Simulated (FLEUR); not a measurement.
# Anisotropy of Co (volume factor 1.04 on the database's cell) with FLEUR, part 2 of 2

Aim: the anisotropy of Co (volume factor 1.04 on the database's cell) from single passes in the potential of one collinear state.

FLEUR MaX-R8.1; PBE; all-electron FLAPW, Dirac cores, scalar-relativistic bands.

So far. Step 2 (Reference state): After 20 cycles the largest moment stands at 1.75 μB.

**4. Anisotropy by the force theorem, rung 2**

Level of this step: PBE; all-electron FLAPW, Dirac cores, scalar-relativistic bands with spin-orbit coupling, force theorem (FLEUR).

A second rung shows how far the first can be trusted.

The k list mae (kpts.xml, not shown) is a Γ-centred 25×25×14 mesh.

Input file inp.xml:

```
<?xml version="1.0" encoding="UTF-8" standalone="no"?>
<fleurInput fleurInputVersion="0.39">
   <comment>
      Co
   </comment>
   <calculationSetup>
      <cutoffs Kmax="3.6" Gmax="10.8" GmaxXC="10.8" numbands="74"/>
      <scfLoop itmax="1" minDistance="0.00002" maxIterBroyd="15" imix="Anderson" alpha="0.05" precondParam="0.0" spinf="2.0" sdNocoIR="T"/>
      <coreElectrons ctail="F" frcor="F" kcrel="0" coretail_lmax="0"/>
      <xcFunctional name="pbe" relativisticCorrections="F"/>
      <magnetism jspins="2" l_noco="F" l_ss="F">
         <qss>0.0 0.0 0.0</qss>
         <mtNocoParams l_mperp="F" l_mtNocoPot="F" l_relaxSQA="F" mag_mixing_scheme="0" mix_RelaxWeightOffD="1.0" l_constrained="F" mix_constr="1.0"/>
         <sourceFreeMag l_sourceFree="F" l_scaleMag="F" mag_scale="1.0"/>
      </magnetism>
      <soc l_soc="T" theta="0.0" phi="0.0" spav="F"/>
      <expertModes spex="0" secvar="F"/>
      <geometryOptimization l_f="F" forcealpha="1.0" forcemix="BFGS" epsdisp="0.00001" epsforce="0.00001"/>
      <ldaU l_linMix="F" mixParam="0.05" spinf="1.0"/>
   </calculationSetup>
   <cell>
      <bzIntegration valenceElectrons="34.0" mode="hist" fermiSmearingEnergy="0.00183747">
         <kPointListSelection listName="mae"/>
         <xi:include xmlns:xi="http://www.w3.org/2001/XInclude" href="kpts.xml"> </xi:include>
      </bzIntegration>
      <xi:include xmlns:xi="http://www.w3.org/2001/XInclude" href="sym.xml"> </xi:include>
      <bulkLattice scale="1.0">
         <bravaisMatrix>
            <row-1>    4.8006524840712004    -0.0000000056313839     0.0000000000000000</row-1>
            <row-2>   -2.4003262371506580     4.1574870087768652     0.0000000000000000</row-2>
            <row-3>    0.0000000000000000     0.0000000000000000     7.7922052858387589</row-3>
         </bravaisMatrix>
      </bulkLattice>
   </cell>
   <atomSpecies>
      <species name="Cobalt (Co2.000" element="Co" atomicNumber="27">
         <mtSphere radius="2.33" gridPoints="771" logIncrement="0.016"/>
         <atomicCutoffs lmax="8" lnonsphr="6"/>
         <electronConfig flipSpins="F">
            <coreConfig>(1s1/2) (2s1/2) (2p1/2) (2p3/2)</coreConfig>
            <valenceConfig>(3s1/2) (3p1/2) (3p3/2) (4s1/2) (3d3/2) (3d5/2)</valenceConfig>
            <stateOccupation state="(3d3/2)" spinUp="1.5" spinDown="1.3"/>
            <stateOccupation state="(3d5/2)" spinUp="3.0" spinDown="1.2"/>
         </electronConfig>
         <energyParameters s="4" p="4" d="3" f="4"/>
         <lo type="SCLO" l="0" n="3" eDeriv="0"/>
         <lo type="SCLO" l="1" n="3" eDeriv="0"/>
      </species>
   </atomSpecies>
   <atomGroups>
      <atomGroup species="Cobalt (Co2.000">
         <relPos label="                   1">1.000/3.000 -1.000/3.000 1.000/4.000</relPos>
         <force calculate="T" relaxXYZ="TTT"/>
         <nocoParams  alpha="0.0" beta="0.0"/>
      </atomGroup>
      <atomGroup species="Cobalt (Co2.000">
         <relPos label="                   2">-1.000/3.000 1.000/3.000 -1.000/4.000</relPos>
         <force calculate="T" relaxXYZ="TTT"/>
         <nocoParams  alpha="0.0" beta="0.0"/>
      </atomGroup>
   </atomGroups>
   <output dos="F" band="F" slice="F">
      <bandDOS minEnergy="-.5*Htr" maxEnergy="0.5*Htr" sigma="0.015" storeEVData="T"/>
      <plotting iplot="0" polar="F">
         <plot TwoD="T" vec1="  1.0  0.0  0.0" vec2="  0.0  1.0  0.0" vec3="  0.0  0.0  1.0" zero="  0.0  0.0  0.0" file="plot"/>
      </plotting>
      <moessbauerParams electricFieldGradient="F" isomerShift="F" coreHyperfine="F" valenceHyperfine="F"/>
   </output>
   <forceTheorem>
      <MAE theta="0.0 1.5707963 1.5707963 0.7853982" phi="0.0 0.0 0.5235988 0.0"/>
   </forceTheorem>
</fleurInput>
```

The run is started by

```console
$ OMP_NUM_THREADS=1 mpirun -n 8 fleur_MPI -warn_only > fleur.log
```

The log of the run:

```text
[banner, memory and clock lines left out]
Welcome to FLEUR        (www.flapw.de)
      MaX-Release 8.1          (www.max-centre.eu)
************FLEUR-Warning*****************
Error message: k-point set is not compatible to missing time-reversal symmetry in calculation.
Error occurred in subroutine: gen_bz
Error from PE:0/8
Other PEs with error messages:
     1-k-point set is not compatible to missing time-reversal symmetry in calculation.
     3-k-point set is not compatible to missing time-reversal symmetry in calculation.
[...]
k-point list type: mesh
 0 x 0 x 0
 Number of k points: 4376

 [... set-up left out ...]
 ********************************************************************
 Run finished successfully
 Stop message:
   Forcetheorem MAE
 ********************************************************************

--- out.xml (force theorem) ---
<Forcetheorem_MAE Angles="4" units="Htr">
            <Angle theta="0.0000000" phi="0.0000000" ev-sum="-30.191910453"/>
            <Angle theta="1.5707963" phi="0.0000000" ev-sum="-30.191907310"/>
            <Angle theta="1.5707963" phi="0.5235988" ev-sum="-30.191907325"/>
            <Angle theta="0.7853982" phi="0.0000000" ev-sum="-30.191908935"/>
         </Forcetheorem_MAE>
```

The job ended after 2.3 min (8 MPI ranks of Arm Neoverse V2, shared host; peak memory 3.8 GiB).

Anisotropy energies, by row:

```
                              axis       x    y       z  band energy less the first axis' (meV a cell)
                             [001]       0    0       1                                              0
                             [100]       1    0       0                                        0.08553
                             [210]   0.866  0.5       0                                        0.08512
45 degrees from [001] toward [100]  0.7071    0  0.7071                                        0.04131
```

**5. Spin–orbit coupling, moments along [001]**

Spin–orbit coupling ties the spins to the lattice and lets orbital moments form.

A new self-consistent run of the start ferro ++, with the moments along z. The k list default-1 (kpts.xml, not shown) is a Γ-centred 25×25×14 mesh.

Input file inp.xml:

```
<?xml version="1.0" encoding="UTF-8" standalone="no"?>
<fleurInput fleurInputVersion="0.39">
   <comment>
      Co
   </comment>
   <calculationSetup>
      <cutoffs Kmax="3.6" Gmax="10.8" GmaxXC="10.8" numbands="74"/>
      <scfLoop itmax="110" minDistance="0.00002" maxIterBroyd="15" imix="Anderson" alpha="0.05" precondParam="0.0" spinf="2.0" sdNocoIR="T"/>
      <coreElectrons ctail="T" frcor="F" kcrel="0" coretail_lmax="0"/>
      <xcFunctional name="pbe" relativisticCorrections="F"/>
      <magnetism jspins="2"/>
      <soc l_soc="T" theta="0.0" phi="0.0" spav="F"/>
      <expertModes spex="0" secvar="F"/>
      <geometryOptimization l_f="F" forcealpha="1.0" forcemix="BFGS" epsdisp="0.00001" epsforce="0.00001"/>
      <ldaU l_linMix="F" mixParam="0.05" spinf="1.0"/>
   </calculationSetup>
   <cell>
      <bzIntegration valenceElectrons="34.0" mode="hist" fermiSmearingEnergy="0.00183747">
         <kPointListSelection listName="default-1"/>
         <xi:include xmlns:xi="http://www.w3.org/2001/XInclude" href="kpts.xml"> </xi:include>
      </bzIntegration>
      <xi:include xmlns:xi="http://www.w3.org/2001/XInclude" href="sym.xml"> </xi:include>
      <bulkLattice scale="1.0">
         <bravaisMatrix>
            <row-1>    4.8006524840712004    -0.0000000056313839     0.0000000000000000</row-1>
            <row-2>   -2.4003262371506580     4.1574870087768652     0.0000000000000000</row-2>
            <row-3>    0.0000000000000000     0.0000000000000000     7.7922052858387589</row-3>
         </bravaisMatrix>
      </bulkLattice>
   </cell>
   <atomSpecies>
      <species name="Cobalt (Co2.000" element="Co" atomicNumber="27">
         <mtSphere radius="2.33" gridPoints="771" logIncrement="0.016"/>
         <atomicCutoffs lmax="8" lnonsphr="6"/>
         <electronConfig flipSpins="F">
            <coreConfig>(1s1/2) (2s1/2) (2p1/2) (2p3/2)</coreConfig>
            <valenceConfig>(3s1/2) (3p1/2) (3p3/2) (4s1/2) (3d3/2) (3d5/2)</valenceConfig>
            <stateOccupation state="(3d3/2)" spinUp="1.5" spinDown="1.3"/>
            <stateOccupation state="(3d5/2)" spinUp="3.0" spinDown="1.2"/>
         </electronConfig>
         <energyParameters s="4" p="4" d="3" f="4"/>
         <lo type="SCLO" l="0" n="3" eDeriv="0"/>
         <lo type="SCLO" l="1" n="3" eDeriv="0"/>
      </species>
   </atomSpecies>
   <atomGroups>
      <atomGroup species="Cobalt (Co2.000">
         <relPos label="                   1">1.000/3.000 -1.000/3.000 1.000/4.000</relPos>
         <relPos label="                   2">-1.000/3.000 1.000/3.000 -1.000/4.000</relPos>
         <force calculate="T" relaxXYZ="TTT"/>
      </atomGroup>
   </atomGroups>
   <output dos="F" band="F" slice="F">
      <bandDOS minEnergy="-.5*Htr" maxEnergy="0.5*Htr" sigma="0.015" storeEVData="T"/>
      <plotting iplot="0" polar="F">
         <plot TwoD="T" vec1="  1.0  0.0  0.0" vec2="  0.0  1.0  0.0" vec3="  0.0  0.0  1.0" zero="  0.0  0.0  0.0" file="plot"/>
      </plotting>
      <moessbauerParams electricFieldGradient="F" isomerShift="F" coreHyperfine="F" valenceHyperfine="F"/>
   </output>
</fleurInput>
```

Input file crystal.txt:

```
Co
&input film=F cartesian=F /
2.54039589207  -0.00000000298  0.00000000000
-1.27019794345  2.20004737970  0.00000000000
0.00000000000  0.00000000000  4.12345746000
1.8897261246
1.0 1.0 1.0

2
27 0.33333333333  0.66666666667  0.25000000000 : 2.000
27 0.66666666667  0.33333333333  0.75000000000 : 2.000

&soc 0.0000000 0.0000000 /
&kpt div1=25 div2=25 div3=14 gamma=T /
```

The run is started by

```console
$ OMP_NUM_THREADS=1 inpgen -f crystal.txt > inpgen.log  # inp.xml is then edited as shown
$ OMP_NUM_THREADS=1 mpirun -n 8 fleur_MPI > fleur.log
```

The log of the run:

```text
[banner, memory and clock lines left out]
Welcome to FLEUR        (www.flapw.de)
      MaX-Release 8.1          (www.max-centre.eu)

 ========== k-point set info ==========
 Selected k-point list: default-1
 k-point list type: mesh
 25 x 25 x 14
 Number of k points: 840

 [... set-up left out ...]
 Iteration:     1   Distance:       7.26755328 me/bohr^3
 Iteration:     2   Distance:       6.08524008 me/bohr^3
 Iteration:     3   Distance:       3.07008718 me/bohr^3
 Iteration:     4   Distance:       0.62459166 me/bohr^3
 Iteration:     5   Distance:       0.48766702 me/bohr^3
 Iteration:     6   Distance:       0.19912127 me/bohr^3
 Iteration:     7   Distance:       0.16213946 me/bohr^3
 Iteration:     8   Distance:       0.10199653 me/bohr^3
 Iteration:     9   Distance:       0.05698962 me/bohr^3
 Iteration:    10   Distance:       0.05034055 me/bohr^3
 Iteration:    11   Distance:       0.01316359 me/bohr^3
 Iteration:    12   Distance:       0.01106185 me/bohr^3
 Iteration:    13   Distance:       0.00108472 me/bohr^3
 Iteration:    14   Distance:       0.00038447 me/bohr^3
 Iteration:    15   Distance:       0.00018853 me/bohr^3
 Iteration:    16   Distance:       0.00018224 me/bohr^3
 Iteration:    17   Distance:       0.00012974 me/bohr^3
 Iteration:    18   Distance:       0.00001061 me/bohr^3

 ********************************************************************
 Run finished successfully
 Stop message:
   all done
 ********************************************************************

--- out.xml (last complete iteration) ---
<iteration numberForCurrentRun="   18" overallNumber="   18">
         [... left out ...]
         <bandgap value="0.0005838812" units="eV"/>
         <sumValenceSingleParticleEnergies value="-30.1837350419" units="Htr"/>
         <FermiEnergy value="0.3245074538" units="Htr"/>
         [... left out ...]
         <magneticMomentsInMTSpheres units="muBohr">
            <globalMagMoment atomType="1" vec="0.00000   0.00000   1.71324"/>
         </magneticMomentsInMTSpheres>
         <orbitalMomentsInMTSpheres units="muBohr">
            <globalMagMoment atomType="1" vec="0.00000   0.00000   0.08734"/>
         </orbitalMomentsInMTSpheres>
         [... left out ...]
         <totalEnergy value="    -2786.9529355438" units="Htr">
            <sumOfEigenvalues value="    -1605.8354412912">
               <coreElectrons value="-1575.6517062493"/>
               <valenceElectrons value="-30.1837350419"/>
            </sumOfEigenvalues>
         [... left out ...]
            <freeEnergy value="-2786.9535534708"/>
            <extrapolationTo0K value="-2786.9532445073"/>
         </totalEnergy>
         <densityConvergence units="me/bohr^3">
            <chargeDensity spin="1" distance="0.0000063066"/>
            <chargeDensity spin="2" distance="0.0000075693"/>
            <overallChargeDensity distance="0.0000106145"/>
            <spinDensity distance="0.0000090259"/>
         </densityConvergence>
      </iteration>
```

It took 2.2 min on 8 MPI ranks; peak memory 0.98 GiB.

This step gave:

```
free energy                                                       : -75836.8696 eV
program's band gap on this mesh (in a metal only a level spacing) : 5.84e-4 eV
magnetization                                                     : 3.293 μB
final state                                                       : ferromagnetic
largest moment                                                    : 1.713 μB
orbital moment along the spin                                     : 0.08734 μB
```

Orbital moment in the sphere, along the spin axis by atom:

```
atom  orbital moment in the sphere, along the spin axis (μB)
 Co1                                                  0.0873
 Co2                                                  0.0873
```

**6. Results**

| Item | Value |
| --- | --- |
| reference state | ferromagnetic |
| largest sphere moment | 1.75 μB |
| easy direction of those tried | [001] |
| energy along [100] less [001], force theorem | 0.0855 meV a primitive cell |
| orbital moment on the atom of largest spin, along its spin (spin–orbit run) | 0.0873 μB |

By the force theorem the moments prefer [001]; shape anisotropy is not in it. The difference for the second direction goes from 0.12 meV (mesh 17×17×9, 74 states, 5.7 min of CPU time) to 0.086 meV (mesh 25×25×14, 74 states, 18 min), so it is not converged. The orbital moment is parallel to the spin, as Hund's third rule has it for a shell over half filled. The state was typed, and no other order was converged beside it, so it need not be the ground state.

[Logs and program files are shortened in this print: banners, set-up blocks, solver, clock and traceback lines can be left out without a mark of their own.]

[Logs are printed without paths, hosts, clocks, repeated set-up lines and the standing remarks that a program may print on its own settings, such as how far it seeks lower states.]

[Hosts, paths, dates, database ids (printed as entryN), source tags and the programs' standing remarks are cut or masked in the printed files.]

[Where a cell is said to come from a database of computed structures, the database is the Materials Project.]
